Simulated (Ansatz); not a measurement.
# Be2N (built on the sites of a database entry of Ba2N): phonons and vibrational spectra

Aim: the vibrations of Be2N (built on the sites of a database entry of Ba2N), their spectra, and whether the structure is stable.

Method: DFT PBEsol, scalar-relativistic, plane waves, PseudoDojo norm-conserving pseudopotentials, in Ansatz 0.2.0.

Report form: the programs' logs are mostly left out.

The structure was built from a prototype and need not be the compound's stable phase.

## Step 1: The structure

Symmetry: R-3m, No. 166, trigonal system. Conventional cell: a = 2.210 Å, b = 2.210 Å, c = 12.299 Å, α = 90.00°, β = 90.00°, γ = 120.00°. Nearest to Be lie 3 N at 1.52 Å. Nearest to N lie 6 Be at 1.52 Å. Farther neighbours and most contacts between anions are not listed.

Structure file:

```cif
data_structure
_symmetry_space_group_name_H-M 'P 1'
_symmetry_Int_Tables_number 1
_cell_length_a 4.2935
_cell_length_b 4.2935
_cell_length_c 4.2935
_cell_angle_alpha 29.823
_cell_angle_beta 29.823
_cell_angle_gamma 29.823
_cell_volume 17.34
loop_
_atom_site_label
_atom_site_type_symbol
_atom_site_fract_x
_atom_site_fract_y
_atom_site_fract_z
_atom_site_occupancy
Be1 Be 0.26647 0.26647 0.26647 1
Be2 Be 0.73353 0.73353 0.73353 1
N3 N 0.00000 0.00000 0.00000 1
```

## Step 2: Coarse relaxation

The start is far from rest, so a relaxation with loose tolerances brings it close first.

Input file input.yaml:

```yaml
crystal:
  lattice:
    - [1.10484, 0.63788, 4.09963]
    - [-1.10484, 0.63788, 4.09963]
    - [0.0, -1.27576, 4.09963]
  atoms:
    - { symbol: Be, position: [0.26647, 0.26647, 0.26647] }
    - { symbol: Be, position: [0.73353, 0.73353, 0.73353] }
    - { symbol: "N", position: [0.0, 0.0, 0.0] }
kpoints:
  mp_grid: { grid: [12, 12, 12] }
hamiltonian:
  xc: pbesol
  pseudopotentials: { kind: nc, accuracy: standard }
scf:
  occupations: { method: gaussian, width: 0.1 }
output:
  forces: true
  stress: true
  eigenvalues: true
relax:
  adjacent_minimum: "off"
  f_tol: 0.05
  max_steps: 80
  cell: { stress_tol: 0.5 }
```

Launch:

```bash
$ ansatz run input.yaml --threads 4 --pin off --max-ram 7168MiB --backend cpu --events-out ev --progress --plain --runs-dir out
```

It took 26 s on 4 threads of Arm Neoverse V2, shared host; peak memory 0.48 GiB.

This run has no spin polarisation although its electron count is odd.

Step by step:

| step | energy less that of the first step (eV) | largest force component (eV/Å) | pressure (GPa) | volume (Å³) |
| --- | --- | --- | --- | --- |
| 1 | 0.0000 | 2.6354 | 128.72 | 17.34 |
| 2 | -1.5269 | 0.9495 | 80.26 | 19.02 |
| 3 | -2.4777 | 0.6428 | 44.20 | 20.87 |
| 4 | -2.9531 | 0.3279 | 15.54 | 22.82 |
| 5 | -3.0399 | 0.1032 | 2.27 | 23.55 |
| 6 | -3.0416 | 0.0347 | 0.16 | 23.70 |
| 7* | -3.1458 | 0.0304 | 6.44 | 23.70 |
| 8 | -3.1652 | 0.0777 | 1.51 | 24.46 |
| 9 | -3.1659 | 0.0733 | -0.44 | 24.69 |
| 10 | -3.1663 | 0.0016 | 0.00 | 24.61 |
| 11* | -3.1665 | 0.0016 | 0.01 | 24.61 |

Relaxation steps marked * repeat the geometry before them on a plane-wave basis chosen anew for their cell, so energy and pressure can jump there.

The run keeps the 12 symmetry operations that it works with, so distortions that break them were not tested.

| cell as run | before | after | change |
| --- | --- | --- | --- |
| a (Å) | 4.294 | 4.333 | +0.9 % |
| b (Å) | 4.294 | 4.333 | +0.9 % |
| c (Å) | 4.294 | 4.333 | +0.9 % |
| α (°) | 29.82 | 35.58 | +19.3 % |
| β (°) | 29.82 | 35.58 | +19.3 % |
| γ (°) | 29.82 | 35.58 | +19.3 % |
| volume (Å³/atom) | 5.78 | 8.20 | +41.9 % |

The atoms that moved most (Å, as changes of fractional coordinates times the final cell):

| atom | dx | dy | dz | length |
| --- | --- | --- | --- | --- |
| Be1 | 0.000 | 0.000 | 0.016 | 0.016 |
| Be2 | 0.000 | 0.000 | -0.016 | 0.016 |

Final coordinates:

```xyz
3
Lattice="1.3237 0.7642 4.0540 -1.3237 0.7642 4.0540 0.0000 -1.5285 4.0540" Properties=species:S:1:pos:R:3 pbc="T T T"
Be    0.0000    0.0000    3.2566
Be    0.0000    0.0000    8.9055
N     0.0000    0.0000    0.0000
```

This step gave:

| Property | Result |
| --- | --- |
| pressure | 0.008417 GPa |
| volume per atom | 8.203 Å³ |
| gap on the k-mesh | 0 eV |

In this step the volume went from 5.78 to 8.20 Å³/atom.

## Step 3: Bringing the structure to rest

Harmonic phonons are second derivatives at a point where the forces vanish, and they are wanted at zero stress, so atoms and cell are relaxed first.

Input file input.yaml:

```yaml
crystal:
  lattice:
    - [1.3237190824, 0.7642495685, 4.0540261799]
    - [-1.3237190824, 0.7642495685, 4.0540261799]
    - [0.0, -1.5284991371, 4.0540261799]
  atoms:
    - { symbol: Be, position: [0.2677659351, 0.2677659351, 0.2677659351] }
    - { symbol: Be, position: [0.7322340649, 0.7322340649, 0.7322340649] }
    - { symbol: "N", position: [0.0, 0.0, 0.0] }
kpoints:
  mp_grid: { grid: [18, 18, 18] }
hamiltonian:
  xc: pbesol
  pseudopotentials: { kind: nc, accuracy: standard }
scf:
  occupations: { method: gaussian, width: 0.1 }
output:
  forces: true
  stress: true
  eigenvalues: true
  write_density: true
  write_potential: true
  elf: true
  volumetric_format: npy
relax:
  adjacent_minimum: "off"
  f_tol: 0.005
  max_steps: 80
  cell: { stress_tol: 0.05 }
```

Run time: 46 s. Hardware: 4 threads; peak memory 0.85 GiB; 3 min of CPU time.

Step by step:

```
step  energy less that of the first step (eV)  largest force component (eV/Å)  pressure (GPa)  volume (Å³)
   1                                   0.0000                          0.0249           -0.05        24.61
   2                                  -0.0003                          0.0030            0.20        24.43
   3                                  -0.0003                          0.0067            0.08        24.45
   4                                  -0.0003                          0.0032            0.02        24.46
  5*                                  -0.0003                          0.0032            0.02        24.46
```

Relaxation steps marked * repeat the geometry before them on a plane-wave basis chosen anew for their cell, so energy and pressure can jump there.

Forces are held to the 12 operations that the run works with; a distortion that breaks them can't arise in this run.

```
conventional cell, symmetrised  before   after  change
                         a (Å)   2.647   2.648  +0.0 %
                         b (Å)   2.647   2.648  +0.0 %
                         c (Å)  12.162  12.078  -0.7 %
              volume (Å³/atom)    8.20    8.15  -0.6 %
```

Final coordinates:

```cif
data_structure
_symmetry_space_group_name_H-M 'P 1'
_symmetry_Int_Tables_number 1
_cell_length_a 4.3065
_cell_length_b 4.3065
_cell_length_c 4.3065
_cell_angle_alpha 35.817
_cell_angle_beta 35.817
_cell_angle_gamma 35.817
_cell_volume 24.46
loop_
_atom_site_label
_atom_site_type_symbol
_atom_site_fract_x
_atom_site_fract_y
_atom_site_fract_z
_atom_site_occupancy
Be1 Be 0.26727 0.26727 0.26727 1
Be2 Be 0.73273 0.73273 0.73273 1
N3 N 0.00000 0.00000 0.00000 1
```

This step gave:

| Property | Result |
| --- | --- |
| pressure | 0.01886 GPa |
| volume per atom | 8.152 Å³ |

ELF in the ac plane of the conventional cell at fractional y = 0.000, with atoms of Be and N within 0.2 Å of it. It is the smooth field of the valence electrons, not physical close to the nuclei.

Ten even steps from '0' (0.09) to '9' (0.89), each cell a mean:
```
4578875212578875
6766542000245667
2223222111222222
3334444444444433
3333333333333333
5410022222210024
9840145666541048
0012577888875200
0012467888764210
0001234444432100
1111222222222111
3333344444443333
2223333333333322
0001122222221100
0001345555543100
0013578888865310
2201467777764212
9940034444430059
2210122222221001
4444444333444444
3333333333333333
4333321101123334
7777753101357777
1268985312589863
```
Columns run along a (2.6 Å), rows up along c (12.1 Å), edges of the conventional cell, whose origin can differ from the input's. Atoms in or near the plane, at fractional coordinates: Be at (0.00, 0.27), Be at (0.00, 0.73), N at (0.00, 0.00).

Electrostatic potential energy in the ac plane of the conventional cell at fractional y = 0.000, with atoms of Be and N within 0.2 Å of it. With pseudopotentials it is smooth inside the atoms' cores, unlike the true potential.

Ten even steps from '_' (-30 eV) to '@' (11 eV), each cell a mean:
```
____..++##%%%%%%%%%%%%%%##++..__
%%%%%%%%%%%%##########%%%%%%%%%%
@@@@@@@@@@@@%%%%%%%%%%@@@@@@@@@@
@@@@@@@@@@@@@@@@@@@@@@@@@@@@@@@@
##%%%%%%@@@@@@@@@@@@@@@@@@%%%%%%
....::++##%%@@@@@@@@@@%%##++::..
______--**##%%@@@@@@%%##**--____
==++**##%%%%%%%%%%%%%%%%%%##**++
@@@@@@@@%%%%%%######%%%%%%@@@@@@
@@@@@@@@%%%%##########%%%%@@@@@@
@@@@@@@@@@@@%%%%%%%%%%@@@@@@@@@@
@@@@@@@@@@@@@@@@@@@@@@@@@@@@@@@@
@@@@@@@@@@@@@@@@@@@@@@@@@@@@@@@@
@@@@@@@@@@%%%%%%%%%%%%%%@@@@@@@@
@@@@@@@@%%%%##########%%%%@@@@@@
%%%%%%%%%%%%%%######%%%%%%%%%%%%
::::==**##%%%%%%%%%%%%%%##**==::
______--**##%%@@@@@@%%##**--____
----++**##%%@@@@@@@@@@%%##**++--
%%%%@@@@@@@@@@@@@@@@@@@@@@@@@@%%
@@@@@@@@@@@@@@@@@@@@@@@@@@@@@@@@
@@@@@@@@@@%%%%%%##%%%%%%@@@@@@@@
++**##%%%%%%##########%%%%%%##**
______--**%%%%%%%%%%%%%%**--____
```
Columns run along a (2.6 Å; values clipped at the 3rd and 97th percentile), rows up along c (12.1 Å), edges of the conventional cell, whose origin can differ from the input's. Atoms in or near the plane, at fractional coordinates: Be at (0.00, 0.27), Be at (0.00, 0.73), N at (0.00, 0.00).

Valence density in the ac plane of the conventional cell at fractional y = 0.000, with atoms of Be and N within 0.2 Å of it. It is the smooth field of the valence electrons, not physical close to the nuclei.

Values in e/Å³, 24 rows by 16 columns, each cell a mean:
```
 3  3  3  2  1  1  0  0  0  0  0  1  1  2  3  3
 1  1  1  0  0  0  0  0  0  0  0  0  0  1  1  1
 0  0  0  0  0  0  0  0  0  0  0  0  0  0  0  0
 0  0  0  0  0  0  0  0  0  0  0  0  0  0  0  0
 0  0  0  0  0  0  0  0  0  0  0  0  0  0  0  0
 5  3  1  0  0  0  0  0  0  0  0  0  0  0  1  3
19 12  3  1  0  0  0  0  0  0  0  0  0  0  2 11
 0  0  0  0  0  1  1  1  1  1  1  1  0  0  0  0
 0  0  0  0  0  1  1  1  1  1  1  1  0  0  0  0
 0  0  0  0  0  0  0  0  0  0  0  0  0  0  0  0
 0  0  0  0  0  0  0  0  0  0  0  0  0  0  0  0
 0  0  0  0  0  0  0  0  0  0  0  0  0  0  0  0
 0  0  0  0  0  0  0  0  0  0  0  0  0  0  0  0
 0  0  0  0  0  0  0  0  0  0  0  0  0  0  0  0
 0  0  0  0  0  0  0  0  1  1  0  0  0  0  0  0
 0  0  0  0  0  1  1  1  1  1  1  1  0  0  0  0
 2  1  1  0  0  1  1  1  1  1  1  1  0  0  1  1
21 13  3  0  0  0  0  0  0  0  0  0  0  1  3 13
 1  0  0  0  0  0  0  0  0  0  0  0  0  0  0  1
 0  0  0  0  0  0  0  0  0  0  0  0  0  0  0  0
 0  0  0  0  0  0  0  0  0  0  0  0  0  0  0  0
 0  0  0  0  0  0  0  0  0  0  0  0  0  0  0  0
 1  1  1  1  1  0  0  0  0  0  0  0  1  1  1  1
 2  3  3  2  1  1  0  0  0  0  0  1  1  2  3  3
```
Columns run along a (2.6 Å), rows up along c (12.1 Å), edges of the conventional cell, whose origin can differ from the input's. Atoms in or near the plane, at fractional coordinates: Be at (0.00, 0.27), Be at (0.00, 0.73), N at (0.00, 0.00).

In this step the volume went from 8.20 to 8.15 Å³/atom.

## Step 4: Relaxing to small forces for the phonons

Phonons need a cell at rest on their own settings, so the relaxation is repeated with tight tolerances on forces and stress on the k mesh and occupations of the first response run.

Input file input.yaml:

```yaml
crystal:
  lattice:
    - [1.3242316831, 0.7645455187, 4.0259162927]
    - [-1.3242316831, 0.7645455187, 4.0259162927]
    - [0.0, -1.5290910374, 4.0259162926]
  atoms:
    - { symbol: Be, position: [0.2672689577, 0.2672689577, 0.2672689577] }
    - { symbol: Be, position: [0.7327310423, 0.7327310423, 0.7327310423] }
    - { symbol: "N", position: [0.0, 0.0, 0.0] }
kpoints:
  mp_grid: { grid: [18, 18, 18] }
hamiltonian:
  xc: pbesol
  pseudopotentials: { kind: nc, accuracy: standard }
scf:
  occupations: { method: methfessel_paxton, width: 0.15 }
output:
  forces: true
  stress: true
  eigenvalues: true
relax:
  adjacent_minimum: "off"
  f_tol: 0.001
  max_steps: 60
  cell: { stress_tol: 0.01 }
```

Wall time 34 s (4 threads); peak memory 0.84 GiB; 2.2 min of CPU time.

Little changed from the start: no atom moved by 0.005 Å and no cell edge by 0.1 %.

Numbers from this step:

```yaml
pressure: 0.007014 GPa
volume_per_atom: 8.149 Å³
```

The largest force component left is 0.52 meV/Å and the pressure is 0.007 GPa, within the tolerances set. The cell now holds 8.15 Å³/atom.

## Step 5: Modes at Γ

The zone centre is the only wavevector solved here; it holds the modes that light can see, as far as symmetry allows. No field response is asked, since the mesh shows no gap.

input.yaml, the sections that differ from step 4:

```yaml
crystal:
  lattice:
    - [1.3242419817, 0.7645514645, 4.0242101329]
    - [-1.3242419817, 0.7645514645, 4.0242101329]
    - [0.0, -1.5291029293, 4.0242101328]
  atoms:
    - { symbol: Be, position: [0.2672276765, 0.2672276765, 0.2672276765] }
    - { symbol: Be, position: [0.7327723235, 0.7327723235, 0.7327723235] }
    - { symbol: "N", position: [0.0, 0.0, 0.0] }
output:
  eigenvalues: true
phonons:
  method: dfpt
# kpoints, hamiltonian, scf: as in step 4
# relax: removed
```

Wall time 3.7 min (4 threads); peak memory 4 GiB; 14 min of CPU time.

This step gave:

| Quantity | Value |
| --- | --- |
| sum-rule residual before enforcement | 2.91e-5 eV/Å² |
| point group | -3m |
| highest optical mode at the zone centre (no LO-TO term) | 780.0 cm⁻¹ |
| lowest optical zone-centre mode | 527.6 cm⁻¹ |

Patterns of degenerate modes are one choice out of their space. The modes at Γ (shares of kinetic energy by element, %):

```csv
mode,frequency (cm⁻¹),symmetry,Be %,N %
1,0.0,acoustic,56,44
2,0.0,acoustic,56,44
3,0.0,acoustic,56,44
4,527.6,Eg,100,0
5,527.6,Eg,100,0
6,567.5,A2u,44,56
7,719.9,Eu,44,56
8,719.9,Eu,44,56
9,780.0,A1g,100,0
```

Displacements in mode 5 (527.6 cm⁻¹), the largest set to 1:
```
Be1 -1.00  0.23  0.00
Be2  1.00 -0.23  0.00
N3   0.00  0.00  0.00
```

Displacements in mode 9 (780.0 cm⁻¹), the largest set to 1:
```
Be1  0.00  0.00  1.00
Be2  0.00  0.00 -1.00
N3   0.00  0.00  0.00
```

Before it was imposed, the acoustic sum rule was missed by 2.9e-5 eV/Å². Small misses are needed for a sound result but don't prove that mesh and cutoff are converged. The lowest optical mode is real, 528 cm⁻¹.

## Step 6: Isotope substitution

An isotope changes the mass and not the force constants, so no new electronic calculation is needed; the shifts show which modes move this element.

The same force constants with the mass of N changed from 14.007 to 15.000 u (phonopy, no LO-TO term). Both lists are sorted by frequency; levels can cross, so a row need not hold one and the same mode. Modes under 3 cm⁻¹ are left out. Isotope shifts, by row:

```csv
q,rank,natural mass (cm⁻¹),changed mass (cm⁻¹)
0 0 0,4,527.6,527.6
0 0 0,5,527.6,527.6
0 0 0,6,567.5,556.8
0 0 0,7,719.9,706.3
0 0 0,8,719.9,706.3
0 0 0,9,780,780
```

A mode of this element alone would shift by -3.37 %. The highest zone-centre frequency without the field goes from 780.0 to 780.0 cm⁻¹ (+0.0 %). The product of the frequency ratios over all optical modes at Γ is 0.945; the product rule, (m/m′)^(3k/2) (M′/M)^(3/2) with k = 1 such atoms and M the mass of the cell, gives 0.945.

## Step 7: Results

```json
{"space group after relaxation (within 0.01 Å)": "R-3m", "volume per atom": "8.15 Å³", "electronic character": "no gap on this mesh", "highest optical mode at the zone centre (no LO-TO term)": "780 cm⁻¹", "lowest optical zone-centre mode": "528 cm⁻¹", "imaginary modes at Γ (the only wavevector solved)": "none"}
```

What this shows: The structure is stable against zone-centre distortions, since no mode there is imaginary; other wavevectors were not solved, so zone-boundary instabilities are untested. The optical modes at Γ span 528 to 780 cm⁻¹. No dispersion was computed. The highest mode in this list at Γ, 780.0 cm⁻¹, is mostly motion of Be (100 % of the kinetic energy). With no gap, or one that is small against the smearing, the frequencies hang on the k mesh and the smearing, most of all near Kohn anomalies. The phonon runs are without spin polarisation, although the cell has an odd electron count. The starting cell was built on a prototype and not taken from a measurement, so the phase need not exist. These are harmonic frequencies at zero temperature: anharmonic shifts, linewidths and thermal expansion are left out.

[Logs are printed without paths, hosts, clocks, repeated set-up lines and the standing remarks that a program may print on its own settings, such as how far it seeks lower states.]

[Hosts, paths, dates, database ids (printed as entryN), source tags and the programs' standing remarks are cut or masked in the printed files.]
